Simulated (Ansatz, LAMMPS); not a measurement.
# Which site? a vacancy of Al in glassy 40SiO2-28Al2O3-16Li2O-16SrO (mol %) (85 atoms), part 3 of 4

Aim: make a vacancy of Al at several sites of glassy 40SiO2-28Al2O3-16Li2O-16SrO (mol %) (85 atoms), relax each, and compare their energies.

Ansatz 0.2.0; Kohn-Sham DFT, PBEsol, PAW (set soft_2), plane waves.

The cell: 10 Si, 14 Al, 8 Li, 4 Sr and 49 O. The quench rate of 6 K/ps is many orders above laboratory rates. The network of bonds at the start is that of the classical potential that made the cell. Only the Γ point is sampled, in a cell whose shortest periodic width is 10 Å.

So far. Step 6 (Vacancy of Al, site Al18): The relaxation converged after 35 steps, 1.60 eV below its start, with a largest force component of 0.022 eV/Å.

### Step 7. Vacancy of Al, site Al20

The site has 4 bonded neighbours (O4) at 1.77 Å on average. 

Input file input.yaml:

```yaml
crystal:
  lattice:
    - [10.1517, 0.0, 0.0]
    - [0.0, 10.1517, 0.0]
    - [0.0, 0.0, 10.1517]
  atoms:
    [... atom lines 1 to 16 left out ...]
    - { symbol: Al, position: [0.21655, 0.53389, 0.08672] }
    - { symbol: Al, position: [0.41836, 0.95943, 0.54886] }
    - { symbol: Al, position: [0.35846, 0.25748, 0.58806] }
    - { symbol: Al, position: [0.70932, 0.84494, 0.54062] }
    - { symbol: Al, position: [0.28641, 0.62213, 0.36161] }
    - { symbol: Al, position: [0.63668, 0.62907, 0.98637] }
    - { symbol: Al, position: [0.03255, 0.29316, 0.86303] }
    [... atom lines 24 to 84 left out ...]
magnetization:
  spin_polarized: true
kpoints:
  mp_grid: { grid: [1, 1, 1] }
hamiltonian:
  xc: pbesol
scf:
  occupations: { method: fermi_dirac, width: 0.025 }
  lower_state_search: "off"
output:
  forces: true
  eigenvalues: true
relax:
  f_tol: 0.05
  max_steps: 90
```

The run is started by

```console
$ ansatz run input.yaml --threads 4 --pin off --max-ram 8192MiB --backend cpu --events-out ev --progress --plain --runs-dir out
```

Numbers of over 12 decimals in the logs are rounded to 6 here.

The program printed:

```text
[...]
Crystal: 84 atoms, lattice volume = 1046.204 Å³
Basis set: ecut = 420 eV, 20341 PW (Γ), exchange–correlation on 144×144×144 points (8 copies of the dense FFT grid, shifted against one another)
Bands: 304, of which v1, the nominal top of the filled ones, is band 219 counted from 1 (218 counted from 0)
Symmetry: 1 space group operations
[...]
k-points: 1
[...]
Starting moments: Σ|m| = 2.4 μB on 4 of 84 sites
[...]
SCF iter   1: F=—  HF=-56248.944080 eV  |F-HF|=—  |Δ(HF+E_count)|=         —  Δρ=5.28e-2 (↑4.57e-2 ↓5.28e-2)  dr2=1.39e2  dr2_m=1.71e0  M=2.948 μB ∫|m|=3.227 μB  β_m=0.30  ethr=3.10e-3  ⟨swp⟩=8.0  Hψ=3311  notcnv=0  defer=72
[...]
SCF iter   4: F=—  HF=-56211.757927 eV  |F-HF|=—  |Δ(HF+E_count)|=    5.84e0  Δρ=2.58e-2 (↑1.36e-2 ↓2.58e-2)  dr2=1.92e1  dr2_m=1.14e0  M=2.990 μB ∫|m|=3.178 μB  β_m=0.30  ethr=3.10e-3  ⟨swp⟩=3.0  Hψ=823  notcnv=0  defer=158
[...]
SCF iter  12: F=—  HF=-56208.001344 eV  |F-HF|=—  |Δ(HF+E_count)|=   6.30e-3  Δρ=5.62e-3 (↑1.68e-3 ↓5.62e-3)  dr2=4.59e-1  dr2_m=9.50e-2  M=2.999 μB ∫|m|=3.178 μB  β_m=0.30  ethr=1.37e-4  ⟨swp⟩=2.0  Hψ=591  notcnv=0  defer=154
[...]
spin-set hold released at iteration 12 (site moments contracting): the magnetisation degrees of freedom join the quasi-Newton model from the next iteration; the mixer history was flushed
SCF iter  13: F=—  HF=-56208.004624 eV  |F-HF|=—  |Δ(HF+E_count)|=   3.28e-3  Δρ=3.52e-3 (↑1.47e-3 ↓3.52e-3)  dr2=2.13e-1  dr2_m=3.80e-2  M=2.999 μB ∫|m|=3.171 μB  β_m=0.33  ethr=1.05e-4  ⟨swp⟩=2.0  Hψ=481  notcnv=0  defer=154
[...]
SCF iter  15: F=—  HF=-56208.013255 eV  |F-HF|=—  |Δ(HF+E_count)|=   1.16e-2  Δρ=4.51e-3 (↑5.93e-4 ↓4.51e-3)  dr2=3.54e-1  dr2_m=4.81e-2  M=2.999 μB ∫|m|=3.193 μB  β_m=0.18  ethr=4.86e-5  ⟨swp⟩=3.0  Hψ=803  notcnv=0  defer=154
[...]
SCF iter  21: F=—  HF=-56207.994667 eV  |F-HF|=—  |Δ(HF+E_count)|=   5.76e-5  Δρ=8.89e-5 (↑2.21e-5 ↓8.89e-5)  dr2=1.20e-4  dr2_m=1.74e-5  M=2.999 μB ∫|m|=3.197 μB  β_m=0.58  ethr=8.22e-8  ⟨swp⟩=2.5  Hψ=799  notcnv=0  defer=154
SCF iter  22: F=-56207.994646 eV  HF=-56207.994680 eV  |F-HF|=3.44e-5  |Δ(HF+E_count)|=   1.30e-5  Δρ=4.85e-5 (↑1.61e-5 ↓4.85e-5)  dr2=5.09e-5  dr2_m=3.75e-6  M=2.999 μB ∫|m|=3.197 μB  ethr=1.43e-8  ⟨swp⟩=14.5  Hψ=3750  notcnv=0
SCF 1 converged in 22 iterations: F = -56207.994646 eV  dr2 = 5.09e-5
[...]
relax step   1: F+E_penalty+E_count = -56207.99464561 eV  Δ(F+E_penalty+E_count) = +0.000e0 eV  max|allowed force component| = 8.326e-1 eV/Å  Δτ_max = 0.0000 Å  (22 SCF iters, dr2 threshold 6.25e-5 eV, accepted)
[... from here on, the SCF cycles and remarks between the steps are left out ...]
relax step   2: F+E_penalty+E_count = -56208.40946520 eV  Δ(F+E_penalty+E_count) = -4.148e-1 eV  max|allowed force component| = 5.692e-1 eV/Å  Δτ_max = 0.1945 Å  (13 SCF iters, dr2 threshold 4.33e-5 eV, accepted)
relax step   3: F+E_penalty+E_count = -56208.70506431 eV  Δ(F+E_penalty+E_count) = -2.956e-1 eV  max|allowed force component| = 4.093e-1 eV/Å  Δτ_max = 0.1960 Å  (17 SCF iters, dr2 threshold 2.02e-5 eV, accepted)
relax step   4: F+E_penalty+E_count = -56208.90789953 eV  Δ(F+E_penalty+E_count) = -2.028e-1 eV  max|allowed force component| = 5.535e-1 eV/Å  Δτ_max = 0.2000 Å  (16 SCF iters, dr2 threshold 7.83e-5 eV, accepted)
relax step   5: F+E_penalty+E_count = -56209.07291072 eV  Δ(F+E_penalty+E_count) = -1.650e-1 eV  max|allowed force component| = 4.072e-1 eV/Å  Δτ_max = 0.1936 Å  (17 SCF iters, dr2 threshold 1.00e-4 eV, accepted)
relax step   6: F+E_penalty+E_count = -56209.20736806 eV  Δ(F+E_penalty+E_count) = -1.345e-1 eV  max|allowed force component| = 2.703e-1 eV/Å  Δτ_max = 0.1951 Å  (19 SCF iters, dr2 threshold 8.97e-5 eV, accepted)
relax step   7: F+E_penalty+E_count = -56209.35164294 eV  Δ(F+E_penalty+E_count) = -1.443e-1 eV  max|allowed force component| = 3.429e-1 eV/Å  Δτ_max = 0.2000 Å  (16 SCF iters, dr2 threshold 3.22e-5 eV, accepted)
relax step   8: F+E_penalty+E_count = -56209.47658329 eV  Δ(F+E_penalty+E_count) = -1.249e-1 eV  max|allowed force component| = 6.172e-1 eV/Å  Δτ_max = 0.1916 Å  (20 SCF iters, dr2 threshold 5.18e-5 eV, accepted)
relax step   9: F+E_penalty+E_count = -56209.57959904 eV  Δ(F+E_penalty+E_count) = -1.030e-1 eV  max|allowed force component| = 2.307e-1 eV/Å  Δτ_max = 0.1302 Å  (15 SCF iters, dr2 threshold 1.00e-4 eV, accepted)
relax step  10: F+E_penalty+E_count = -56209.62958903 eV  Δ(F+E_penalty+E_count) = -4.999e-2 eV  max|allowed force component| = 1.600e-1 eV/Å  Δτ_max = 0.1185 Å  (15 SCF iters, dr2 threshold 7.43e-6 eV, accepted)
relax step  11: F+E_penalty+E_count = -56209.66339290 eV  Δ(F+E_penalty+E_count) = -3.380e-2 eV  max|allowed force component| = 1.698e-1 eV/Å  Δτ_max = 0.2000 Å  (18 SCF iters, dr2 threshold 3.57e-6 eV, accepted)
relax step  12: F+E_penalty+E_count = -56209.67460891 eV  Δ(F+E_penalty+E_count) = -1.122e-2 eV  max|allowed force component| = 1.136e-1 eV/Å  Δτ_max = 0.0342 Å  (17 SCF iters, dr2 threshold 1.39e-5 eV, accepted)
relax step  13: F+E_penalty+E_count = -56209.66806283 eV  Δ(F+E_penalty+E_count) = +6.546e-3 eV  max|allowed force component| = 1.797e-1 eV/Å  Δτ_max = 0.0833 Å  (16 SCF iters, dr2 threshold 5.77e-6 eV, rejected (line search))
relax step  14: F+E_penalty+E_count = -56209.68345146 eV  Δ(F+E_penalty+E_count) = -8.843e-3 eV  max|allowed force component| = 4.519e-2 eV/Å  Δτ_max = 0.0304 Å  (26 SCF iters, accepted)
SCF converged after 26 iterations
Magnetization: 2.9971 μB (219.9985 up, 217.0015 down)
Absolute magnetization: 3.2488 μB (∫|ρ↑−ρ↓|, with the PAW one-centre terms)
[...]
Per-site moments (μB) at R_I (Å): [(4.413953161303422e-5, 0.658030), (-3.2089765957482096e-5, 0.669083), (-0.00152859, 0.663787), (-0.00190742, 0.669000), (1.6297285428775413e-5, 0.664249), [...]
Free energy (F): -56209.683451 eV
[...]
Internal energy: -56209.634121 eV  (E = F + TS)
E sigma→0 (E₀):  -56209.658786 eV
Entropy (-TS):   -0.049331 eV (-0.587 meV/atom)
Fermi energy:    3.736590 eV
[...]
Σ components = -56209.683451   (vs F -56209.683451, Δ=0.00e0)
--- Forces (eV/Å), atoms counted from 1 ---
  atom   1  Si     0.01424040     0.00672466    -0.00613782
  atom   2  Si    -0.02909960     0.01747726    -0.03526154
  atom   3  Si    -0.01762609    -0.01578619    -0.01048613
  atom   4  Si    -0.00748190     0.00669236    -0.01457824
[...]
atom  84  O      0.00442627     0.00411634     0.00366729
  max |Σ_I F_I| component: 7.12e-5 eV/Å
--- Band table (eV) ---
[...]
--- Relaxed structure (14 steps of the walk, 13 accepted, 0 SCFs on fresh bases) ---
  F+E_penalty+E_count = -56209.68345146 eV   max|allowed force component| = 4.519e-2 eV/Å
  atoms:
    - { symbol: Si, position: [0.608153, 0.463665, 0.518990] }
    - { symbol: Si, position: [0.170362, -0.00213626, 0.885208] }
    - { symbol: Si, position: [0.791426, 0.159139, 0.775589] }
    - { symbol: Si, position: [0.506149, 0.129678, 0.282019] }
[...]
- { symbol: O, position: [0.877925, 0.049202, 0.166913] }
```

Elapsed: 5.9 min, on 4 threads of Arm Neoverse V2, shared host; peak memory 2.1 GiB; 23 min of CPU time.

The relaxation converged after 14 steps, 1.69 eV below its start, with a largest force component of 0.045 eV/Å.

The surroundings of the place of the removed atom, after relaxation: 14 atoms, nearest first, with positions taken from that point. Atoms keep their numbers of the cell before the removal, where the removed atom was number 20.

```
atom      x      y      z  distance (Å)  bonds  moment (μB)
 O50   1.40   0.01  -1.03          1.74      3         0.06
 O81  -1.86   0.57  -0.44          1.99      2         0.26
Li29  -1.55   1.08   1.25          2.27      4         0.00
 O85   0.46  -2.20   0.38          2.28      3         0.65
 O59   0.25   1.81   1.53          2.38      3         0.12
Al14   2.07  -1.36   0.20          2.49      5         0.00
Al12   1.03   1.93  -1.28          2.53      4         0.00
 O41  -2.03  -0.70   2.25          3.11      3         0.01
 Si6  -2.36   0.66  -1.95          3.13      4         0.00
 O79   0.76  -0.45   3.01          3.14      3         0.04
 O48  -1.08   0.30  -2.93          3.14      2         0.08
 Si7   0.61   1.19   2.97          3.26      4         0.00
 O42   3.14  -0.13   0.91          3.27      2         0.01
Al24   2.07  -0.04  -2.68          3.39      4         0.00
```

The column of bonds counts only the pairs O-Al within 2.27 Å, O-Si within 2.08 Å, O-Li within 2.43 Å, O-Sr within 3.08 Å; other neighbours, such as metal atoms beside each other in a compound, aren't counted, and periodic images can show an atom twice.

The largest move is 0.80 Å, by Li29.

(Part 3 of 4 ends here.)

[Logs are printed without paths, hosts, clocks, repeated set-up lines and the standing remarks that a program may print on its own settings, such as how far it seeks lower states.]

[Hosts, paths, dates, database ids (printed as entryN), source tags and the programs' standing remarks are cut or masked in the printed files.]
